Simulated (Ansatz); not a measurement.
**Decaying states in the gap of KLuTeS**

Wanted: the relaxed cell of KLuTeS, its band edges and its decay constants. It is built by putting Te for part of the S in the KLuS2 structure of space group R-3m, with the volume rescaled by atomic radii. The parent structure comes from the Materials Project.

Calculated with Ansatz 0.2.0; r2SCAN DFT, plane waves, PAW files, in the first sound run; inputs show where later runs differ.

The structure was built from a prototype and need not be the compound's stable phase.

## (1) Set-up

Symmetry: R3m, No. 160, trigonal system. The conventional cell has a = 4.054 Å, b = 4.054 Å, c = 22.507 Å, α = 90.00°, β = 90.00°, γ = 120.00°. Nearest to K lie 3 Te at 3.25 Å and 3 S at 3.25 Å. Lu has 3 Te at 2.78 Å and 3 S at 2.78 Å nearest. Nearest to Te lie 3 Lu at 2.78 Å and 3 K at 3.25 Å. Nearest to S lie 3 Lu at 2.78 Å and 3 K at 3.25 Å. It derives from KLuS2. Te for part of the S in the KLuS2 structure of space group R-3m. Farther neighbours and most contacts between anions are not listed.

Structure file:

```cif
data_structure
_symmetry_space_group_name_H-M 'R3m:H'
_symmetry_Int_Tables_number 160
_cell_length_a 4.0541
_cell_length_b 4.0541
_cell_length_c 22.5072
_cell_angle_alpha 90.000
_cell_angle_beta 90.000
_cell_angle_gamma 120.000
_cell_volume 320.36
loop_
_atom_site_label
_atom_site_type_symbol
_atom_site_symmetry_multiplicity
_atom_site_Wyckoff_symbol
_atom_site_fract_x
_atom_site_fract_y
_atom_site_fract_z
_atom_site_occupancy
K1 K 3 a 0.00000 0.00000 0.00000 1
Lu1 Lu 3 a 0.33333 0.66667 0.16667 1
Te1 Te 3 a 0.00000 0.00000 0.23296 1
S1 S 3 a 0.66667 0.33333 0.10037 1
```

## (2) Relaxing the new crystal

The substituted atoms don't fit the parent's cell, so cell and atoms relax together. A small smearing keeps the run stable in case the gap closes on the way.

Contents of input.yaml:

```yaml
crystal:
  lattice:
    - [2.0270399882, 1.1703120829, 7.502398391]
    - [-2.0270399882, 1.1703120829, 7.502398391]
    - [0.0, -2.3406241657, 7.502398391]
  atoms:
    - { symbol: K, position: [0.0, 0.0, 0.0] }
    - { symbol: Lu, position: [0.5, 0.5, 0.5] }
    - { symbol: Te, position: [0.7670399, 0.7670399, 0.7670399] }
    - { symbol: S, position: [0.2329601, 0.2329601, 0.2329601] }
kpoints:
  mp_grid: { grid: [6, 6, 6] }
scf:
  occupations: { method: gaussian, width: 0.03 }
hamiltonian:
  xc: r2scan
output:
  forces: true
  stress: true
relax:
  f_tol: 0.02
  max_steps: 60
  cell: {}
```

Launch:

```
> ansatz run input.yaml --threads 2 --pin off --max-ram 4096MiB --backend cpu --events-out ev --progress --plain --runs-dir out
```

Numbers of over 12 decimals in the logs are rounded to 6 here.

The program printed:

```text
basis.fft_grid_basis auto: the FFT boxes are laid along the combinations [[1, 0, -1], [0, 1, -1], [0, 0, 1]] of the cell's own vectors, 4.054, 4.054 and 7.859 Å long. The dense box has 30×30×60 points. Along the cell's own vectors, as sized, it would have 60×60×60, 4.00 times as many. Of the 6 symmetry operations that the crystal satisfies within crystal.symmetry.tolerance (time reversal apart; of a slab, those that  [...]
Engine: ansatz 0.2.0, aarch64-unknown-linux-gnu
Pseudopotentials: kind: paw
Pseudopotential: K, paw, valence charge 9, recommended cutoff 500 eV (meta_gga), K.paw.azcp
Pseudopotential: Lu, paw, valence charge 25, recommended cutoff 500 eV (meta_gga), Lu.paw.azcp
Pseudopotential: Te, paw, valence charge 16, recommended cutoff 500 eV (meta_gga), Te.paw.azcp
Pseudopotential: S, paw, valence charge 6, recommended cutoff 500 eV (meta_gga), S.paw.azcp
Functional definition: r2SCAN
  parameter k0 = 0.174
  parameter k1 = 0.065
  parameter a1 = 4.9479
  exchange = r2scan_x(k0 = k0, k1 = k1, a1 = a1)
  correlation = r2scan_c
Crystal: 4 atoms, lattice volume = 106.786 Å³
Basis set: ecut = 500 eV, 2745 PW (Γ), FFT grids on a1−a3, a2−a3, a3, exchange–correlation on 120×120×240 points (64 copies of the dense FFT grid, shifted against one another)
Bands: 34, of which v1, the nominal top of the filled ones, is band 28 counted from 1 (27 counted from 0)
Symmetry: 6 space group operations
Space group: R3m (ITA 160), of the structure as read, at distance tolerance 4.7e-5 Å
k-points: 32 of 216 (time reversal used)
Non-local potential: K, projectors of the file, l = 0: 3, l = 1: 2, l = 2: 2
Non-local potential: Lu, projectors of the file, l = 0: 3, l = 1: 2, l = 2: 2, l = 3: 3
Non-local potential: Te, projectors of the file, l = 0: 2, l = 1: 2, l = 2: 2, l = 3: 2
Non-local potential: S, projectors of the file, l = 0: 2, l = 1: 2, l = 2: 2
PAW form: soft (Blöchl's): semilocal exchange-correlation on the pseudo side does not see the compensation charge
PAW frozen core: K, regenerated for the run's functional (the file was generated under x = pbe(κ = 0.804, μ = 0.219515), c = pbe(β = 0.066725))
PAW frozen core: Lu, regenerated for the run's functional (the file was generated under x = pbe(κ = 0.804, μ = 0.219515), c = pbe(β = 0.066725))
PAW frozen core: Te, regenerated for the run's functional (the file was generated under x = pbe(κ = 0.804, μ = 0.219515), c = pbe(β = 0.066725))
PAW frozen core: S, regenerated for the run's functional (the file was generated under x = pbe(κ = 0.804, μ = 0.219515), c = pbe(β = 0.066725))
PAW one-centre angular grid: K, 302 points (default); XC on 160 Gauss nodes
PAW one-centre angular grid: Lu, 974 points (default); XC on 160 Gauss nodes
PAW one-centre angular grid: Te, 590 points (default); XC on 160 Gauss nodes
PAW one-centre angular grid: S, 302 points (default); XC on 160 Gauss nodes
Initial density: superposition of atomic densities (neutral atoms: chi_scale 0, normalization atom), corrected by the library's trained network
Initial wavefunctions: pseudopotential atomic-orbital guess
Functional: x = r2scan, c = r2scan; τ floored in thin density (d = 2e-4 eV/Å³)
SCF iter   1: F=—  HF=-24193.406934 eV  |F-HF|=—  |Δ(HF+E_count)|=         —  Δρ=5.98e-3  dr2=2.97e-2  dr2_τ=2.62e-2  ethr=1.77e-3  ⟨swp⟩=7.2  Hψ=4720  notcnv=0  defer=1
preconditioner: auto → Resta (q_TF=auto, 2.450 Å⁻¹)  ε∞=5.0  [insulator: Δε(μ)=1.814 eV  Ē_g=10.804 eV  σ=0.030 eV  W_gap=1.00  n_scr=28 (ndim 8)  ℏωp=21.6 eV  f_vac=0.073  D(μ)=0.00/eV (n_scr^D=0)  ε∞_Penn≈5.0]
SCF iter   2: F=—  HF=-24193.450516 eV  |F-HF|=—  |Δ(HF+E_count)|=   4.36e-2  Δρ=4.29e-3  dr2=1.75e-2  dr2_τ=3.03e-3  ethr=5.30e-5  ⟨swp⟩=3.5  Hψ=2760  notcnv=0  defer=49
SCF iter   3: F=—  HF=-24193.439554 eV  |F-HF|=—  |Δ(HF+E_count)|=   1.10e-2  Δρ=2.34e-3  dr2=5.55e-3  dr2_τ=1.85e-4  ethr=3.12e-5  ⟨swp⟩=2.9  Hψ=2180  notcnv=0  defer=17
automatic band count: iteration 3 solves 33 bands in place of 34: the levels show a gap, and the empty bands left out lie too high to hold charge; the band table lists the bands solved (type scf.n_extra_bands for more)
SCF iter   4: F=—  HF=-24193.439432 eV  |F-HF|=—  |Δ(HF+E_count)|=   1.22e-4  Δρ=3.46e-4  dr2=1.79e-4  dr2_τ=3.30e-5  ethr=9.91e-6  ⟨swp⟩=2.5  Hψ=2353  notcnv=0  defer=32
SCF iter   5: F=—  HF=-24193.439458 eV  |F-HF|=—  |Δ(HF+E_count)|=   2.64e-5  Δρ=1.55e-4  dr2=2.83e-5  dr2_τ=9.09e-7  ethr=3.20e-7  ⟨swp⟩=2.0  Hψ=1450  notcnv=0
automatic band count: iteration 5 solves 32 bands in place of 33: the levels show a gap, and the empty bands left out lie too high to hold charge; the band table lists the bands solved (type scf.n_extra_bands for more)
SCF iter   6: F=—  HF=-24193.439471 eV  |F-HF|=—  |Δ(HF+E_count)|=   1.26e-5  Δρ=3.36e-5  dr2=2.07e-6  dr2_τ=1.16e-7  ethr=5.06e-8  ⟨swp⟩=2.0  Hψ=1920  notcnv=0
SCF iter   7: F=—  HF=-24193.439472 eV  |F-HF|=—  |Δ(HF+E_count)|=   7.96e-7  Δρ=8.89e-6  dr2=1.39e-7  dr2_τ=4.94e-9  ethr=3.69e-9  ⟨swp⟩=2.0  Hψ=1920  notcnv=0
SCF iter   8: F=-24193.439472 eV  HF=-24193.439472 eV  |F-HF|=3.86e-9  |Δ(HF+E_count)|=   2.04e-8  Δρ=2.28e-6  dr2=8.84e-9  dr2_τ=8.21e-10  ethr=1.79e-10  ⟨swp⟩=5.0  Hψ=4126  notcnv=0
SCF 1 converged in 8 iterations: F = -24193.439472 eV  dr2 = 8.84e-9
  greatest PAW one-centre occupation: 0.997 electrons in one spin orbital (limit 2), on the Te atom at site 2 (counted from 0), in its partial waves of l = 2
relax step   1: F+E_penalty+E_count = -24193.43947182 eV  Δ(F+E_penalty+E_count) = +0.000e0 eV  max|allowed force component| = 3.301e0 eV/Å  Δτ_max = 0.0000 Å  P = +7.416 GPa  Ω = 106.786 Å³  (8 SCF iters, dr2 threshold 1.00e-7 eV, accepted)
Crystal: 4 atoms, lattice volume = 111.702 Å³
Basis set: ecut = 500 eV, 2829 PW (Γ), FFT grids on a1−a3, a2−a3, a3, exchange–correlation on 120×120×240 points (64 copies of the dense FFT grid, shifted against one another)
Initial density: handed on by an earlier stage of this run
Initial wavefunctions: those handed on with the density
iter 1 solved again at ethr=6.58e-4 eV; its pass at ethr=3.10e-3 eV (dr2=3.68e-1 eV) is discarded
SCF iter   1: F=—  HF=-24193.558955 eV  |F-HF|=—  |Δ(HF+E_count)|=         —  Δρ=1.94e-2  dr2=3.67e-1  dr2_τ=3.94e0  ethr=6.58e-4  ⟨swp⟩=1.0  Hψ=6614  notcnv=0
automatic band count: iteration 1 solves 32 bands in place of 34: the levels show a gap, and the empty bands left out lie too high to hold charge; the band table lists the bands solved (type scf.n_extra_bands for more)
[...]
Crystal: 4 atoms, lattice volume = 115.821 Å³
Basis set: ecut = 500 eV, 2981 PW (Γ), FFT grids on a1−a3, a2−a3, a3, exchange–correlation on 120×120×240 points (64 copies of the dense FFT grid, shifted against one another)
iter 1 solved again at ethr=2.55e-5 eV; its pass at ethr=3.10e-3 eV (dr2=1.43e-2 eV) is discarded
SCF iter   1: F=—  HF=-24193.964269 eV  |F-HF|=—  |Δ(HF+E_count)|=         —  Δρ=2.80e-3  dr2=1.46e-2  dr2_τ=1.91e-1  ethr=2.55e-5  ⟨swp⟩=2.1  Hψ=6499  notcnv=0
automatic band count: iteration 1 solves 32 bands in place of 34: the levels show a gap, and the empty bands left out lie too high to hold charge; the band table lists the bands solved (type scf.n_extra_bands for more)
preconditioner: auto → Resta (q_TF=auto, 2.417 Å⁻¹)  ε∞=5.3  [insulator: Δε(μ)=1.613 eV  Ē_g=9.945 eV  σ=0.030 eV  W_gap=1.00  n_scr=28 (ndim 8)  ℏωp=20.7 eV  f_vac=0.081  D(μ)=0.00/eV (n_scr^D=0)  ε∞_Penn≈5.3]
SCF iter   2: F=—  HF=-24194.082127 eV  |F-HF|=—  |Δ(HF+E_count)|=   1.18e-1  Δρ=1.72e-3  dr2=4.65e-3  dr2_τ=1.15e-4  ethr=2.55e-5  ⟨swp⟩=3.3  Hψ=2167  notcnv=0
SCF iter   3: F=—  HF=-24194.081330 eV  |F-HF|=—  |Δ(HF+E_count)|=   7.97e-4  Δρ=5.72e-4  dr2=6.31e-4  dr2_τ=3.75e-5  ethr=8.31e-6  ⟨swp⟩=2.1  Hψ=1727  notcnv=0
SCF iter   4: F=—  HF=-24194.081331 eV  |F-HF|=—  |Δ(HF+E_count)|=   1.26e-6  Δρ=4.59e-4  dr2=2.15e-4  dr2_τ=3.33e-5  ethr=1.13e-6  ⟨swp⟩=3.0  Hψ=2144  notcnv=0
SCF iter   5: F=—  HF=-24194.081151 eV  |F-HF|=—  |Δ(HF+E_count)|=   1.80e-4  Δρ=1.59e-4  dr2=4.49e-5  dr2_τ=2.58e-6  ethr=3.84e-7  ⟨swp⟩=3.0  Hψ=2149  notcnv=0
SCF iter   6: F=—  HF=-24194.081155 eV  |F-HF|=—  |Δ(HF+E_count)|=   3.66e-6  Δρ=5.00e-5  dr2=4.13e-6  dr2_τ=1.99e-7  ethr=8.02e-8  ⟨swp⟩=2.6  Hψ=1817  notcnv=0
SCF iter   7: F=-24194.081156 eV  HF=-24194.081156 eV  |F-HF|=3.01e-8  |Δ(HF+E_count)|=   1.04e-6  Δρ=1.12e-5  dr2=1.68e-7  dr2_τ=1.43e-8  ethr=7.14e-10  ⟨swp⟩=4.6  Hψ=5653  notcnv=0
SCF 3 converged in 7 iterations: F = -24194.081156 eV  dr2 = 1.68e-7
relax step   3: F+E_penalty+E_count = -24194.08115562 eV  Δ(F+E_penalty+E_count) = -5.236e-2 eV  max|allowed force component| = 1.320e-1 eV/Å  Δτ_max = 0.0652 Å  P = +0.478 GPa  Ω = 115.821 Å³  energy of the carried Pulay correction = -1.398e-3 eV  (7 SCF iters, dr2 threshold 4.00e-7 eV, accepted)
[...]
relax step   4: F+E_penalty+E_count = -24194.08618821 eV  Δ(F+E_penalty+E_count) = -5.033e-3 eV  max|allowed force component| = 7.015e-2 eV/Å  Δτ_max = 0.0174 Å  P = -0.180 GPa  Ω = 117.182 Å³  energy of the carried Pulay correction = -1.599e-3 eV  (7 SCF iters, dr2 threshold 4.00e-7 eV, accepted)
[...]
relax step   5: F+E_penalty+E_count = -24194.08691533 eV  Δ(F+E_penalty+E_count) = -7.271e-4 eV  max|allowed force component| = 1.263e-2 eV/Å  Δτ_max = 0.0071 Å  P = -0.031 GPa  Ω = 117.009 Å³  energy of the carried Pulay correction = -1.573e-3 eV  (6 SCF iters, dr2 threshold 3.08e-7 eV, accepted)
Basis set: ecut = 500 eV, 2981 PW (Γ), FFT grids on a1−a3, a2−a3, a3, exchange–correlation on 128×128×240 points (64 copies of the dense FFT grid, shifted against one another)
Initial wavefunctions: pseudopotential atomic-orbital guess (no wavefunctions were taken with the density)
iter 1 solved again at ethr=1.14e-7 eV; its pass at ethr=3.10e-3 eV (dr2=6.38e-5 eV) is discarded
SCF iter   1: F=—  HF=-24194.088738 eV  |F-HF|=—  |Δ(HF+E_count)|=         —  Δρ=1.53e-4  dr2=2.47e-6  dr2_τ=1.71e-5  ethr=1.14e-7  ⟨swp⟩=4.0  Hψ=8048  notcnv=0
preconditioner: auto → Resta (q_TF=auto, 2.413 Å⁻¹)  ε∞=4.9  [insulator: Δε(μ)=1.606 eV  Ē_g=10.496 eV  σ=0.030 eV  W_gap=1.00  n_scr=28 (ndim 8)  ℏωp=20.6 eV  f_vac=0.081  D(μ)=0.00/eV (n_scr^D=0)  ε∞_Penn≈4.9]
SCF iter   2: F=—  HF=-24194.088777 eV  |F-HF|=—  |Δ(HF+E_count)|=   3.87e-5  Δρ=7.97e-5  dr2=7.43e-7  dr2_τ=1.06e-6  ethr=4.42e-9  ⟨swp⟩=2.0  Hψ=1760  notcnv=0
SCF iter   3: F=—  HF=-24194.088782 eV  |F-HF|=—  |Δ(HF+E_count)|=   5.70e-6  Δρ=3.57e-5  dr2=2.18e-7  dr2_τ=1.85e-7  ethr=1.33e-9  ⟨swp⟩=2.0  Hψ=1984  notcnv=0
SCF iter   4: F=—  HF=-24194.088783 eV  |F-HF|=—  |Δ(HF+E_count)|=   1.02e-6  Δρ=3.33e-6  dr2=7.70e-9  dr2_τ=6.03e-10  ethr=3.89e-10  ⟨swp⟩=2.0  Hψ=1760  notcnv=0
SCF iter   5: F=—  HF=-24194.088783 eV  |F-HF|=—  |Δ(HF+E_count)|=  7.20e-10  Δρ=6.15e-7  dr2=3.66e-10  dr2_τ=7.87e-11  ethr=1.38e-11  ⟨swp⟩=2.0  Hψ=1984  notcnv=0
SCF iter   6: F=—  HF=-24194.088783 eV  |F-HF|=—  |Δ(HF+E_count)|=  5.38e-10  Δρ=1.98e-7  dr2=6.98e-11  dr2_τ=3.28e-12  ethr=1.00e-12  ⟨swp⟩=2.0  Hψ=1984  notcnv=0
SCF iter   7: F=-24194.088783 eV  HF=-24194.088783 eV  |F-HF|=3.64e-12  |Δ(HF+E_count)|=  3.27e-11  Δρ=9.01e-8  dr2=1.10e-11  dr2_τ=6.43e-13  ethr=1.00e-12  ⟨swp⟩=5.0  Hψ=4032  notcnv=0
SCF 6 converged in 7 iterations: F = -24194.088783 eV  dr2 = 1.10e-11
relax step   6: F+E_penalty+E_count = -24194.08878332 eV  Δ(F+E_penalty+E_count) = -1.868e-3 eV  max|allowed force component| = 1.269e-2 eV/Å  Δτ_max = 0.0000 Å  P = -0.022 GPa  Ω = 117.009 Å³  stress off target by 3.28e-2 GPa  SCF on the basis re-selected at this cell (its energy is not comparable with the rows above)  (7 SCF iters)
basis re-selected at this cell: Δ(F+E_penalty+E_count) = -1.868e-3 eV, ΔP = +0.009 GPa vs the last step (what re-selecting the basis moved, of the pressure what is left beyond the Pulay correction that the steps carried, after the strain that the cell walked since its last selection, with what the two solves' SCF thresholds leave and, on support functions, any second-order correction that the steps lacked; it is no measure of the basis error at this ecutwfc). The dense FFT grid was sized anew with the basis: this SCF ran on 32×32×60 points, the steps before it on 30×30×60, so part of this shift can come from that change (see relax.cell in the input reference). [rest of the remark cut]
SCF converged after 7 iterations
Free energy (F): -24194.088783 eV
Harris-Foulkes:  -24194.088783 eV  (|F-HF|=3.64e-12)
Internal energy: -24194.088783 eV  (E = F + TS)
E sigma→0 (E₀):  -24194.088783 eV
Fermi energy:    8.644265 eV
--- Per-component energies (eV) ---
  E_band       = -499.737453
  E_kinetic    = 960.614394
  E_local      = -11090.167276  (includes V_loc(G=0)·N_el)
  E_nonlocal   = 300.674753
  E_hartree    = 5018.123598
  E_xc         = -557.401692
  E_vxc        = -686.770092  (∫ρ·V_xc dr)
  E_paw        = -13467.358374  (= ΣΔE_a)
  E_vpaw       = -58.415768  (= ΣTr[D̂ρ^β])
  E_aug_tail   = -0.000022  (compensation charges beyond the density's cutoff)
  E_vtau       = 38.079349  (kinetic-family band-sum trace: ∫τ·v_τ [+ j·A + Jᵃ·Aᵃ] dr)
  E_ewald      = -5359.230591
  E_core_change = 0.656427  (= ΣΔE_core)
  E_smearing   = -0.000000  (= −TS)
  E_closure    = 0.000000  (closes the sum)
  Σ components = -24194.088783   (vs F -24194.088783, Δ=0.00e0)
--- Forces (eV/Å), atoms counted from 1 ---
  atom   1  K      0.00000000    -0.00000000    -0.00888875
  atom   2  Lu     0.00000000    -0.00000000    -0.01268490
  atom   3  Te    -0.00000000     0.00000000     0.01124850
  atom   4  S      0.00000000     0.00000000     0.01032773
  max |Σ_I F_I| component: 2.58e-6 eV/Å
--- Stress (GPa, compression-positive) ---
       -0.016728       0.000000      -0.000000
        0.000000      -0.016728      -0.000000
       -0.000000      -0.000000      -0.032840
  P = ⅓ Tr σ = -0.0221 GPa (-0.221 kbar)
--- Relaxed structure (5 steps of the walk, 5 accepted, 1 SCFs on fresh bases) ---
  F+E_penalty+E_count = -24194.08878332 eV   max|allowed force component| = 1.269e-2 eV/Å   (the final SCF, on the basis selected at the relaxed cell)
  cell:  # Å, volume = 117.0091 Å³
    - [2.084113, 1.203263, 7.776542]
    - [-2.084113, 1.203263, 7.776542]
    - [0, -2.406527, 7.776542]
  atoms:
    - { symbol: K, position: [-0.00701112, -0.00701112, -0.00701112] }
    - { symbol: Lu, position: [0.508896, 0.508896, 0.508896] }
    - { symbol: Te, position: [0.765009, 0.765009, 0.765009] }
    - { symbol: S, position: [0.233107, 0.233107, 0.233107] }
```

Wall time 77 s (2 threads of Arm Neoverse V2, shared host); peak memory 0.67 GiB; 2.5 min of CPU time.

Step by step:

```
step  energy less that of the first step (eV)  largest force component (eV/Å)  pressure (GPa)  volume (Å³)
   1                                   0.0000                          3.3013            7.42       106.79
   2                                  -0.5893                          0.4266            1.92       111.70
   3                                  -0.6417                          0.1320            0.48       115.82
   4                                  -0.6467                          0.0702           -0.18       117.18
   5                                  -0.6474                          0.0126           -0.03       117.01
  6*                                  -0.6493                          0.0127           -0.02       117.01
```

Relaxation steps marked * repeat the geometry before them on a plane-wave basis chosen anew for their cell, so energy and pressure can jump there.

Forces are held to the 6 operations that the run works with; a distortion that breaks them can't arise in this run.

```
conventional cell, symmetrised  before   after  change
                         a (Å)   4.054   4.168  +2.8 %
                         b (Å)   4.054   4.168  +2.8 %
                         c (Å)  22.507  23.330  +3.7 %
              volume (Å³/atom)   26.70   29.25  +9.6 %
```

The atoms that moved most (Å, as changes of fractional coordinates times the final cell):

```
atom     dx     dy      dz  length
 Lu2  0.000  0.000   0.208   0.208
  K1  0.000  0.000  -0.164   0.164
 Te3  0.000  0.000  -0.047   0.047
```

This step gave:

* free energy: -24194.0888 eV
* Fermi energy: 8.644 eV
* pressure: -0.02210 GPa

The largest force component on a free atom ends at 0.013 eV/Å.

(Part 1 of 3 ends here.)

[Logs are printed without paths, hosts, clocks, repeated set-up lines and the standing remarks that a program may print on its own settings, such as how far it seeks lower states.]

[Hosts, paths, dates, database ids (printed as entryN), source tags and the programs' standing remarks are cut or masked in the printed files.]
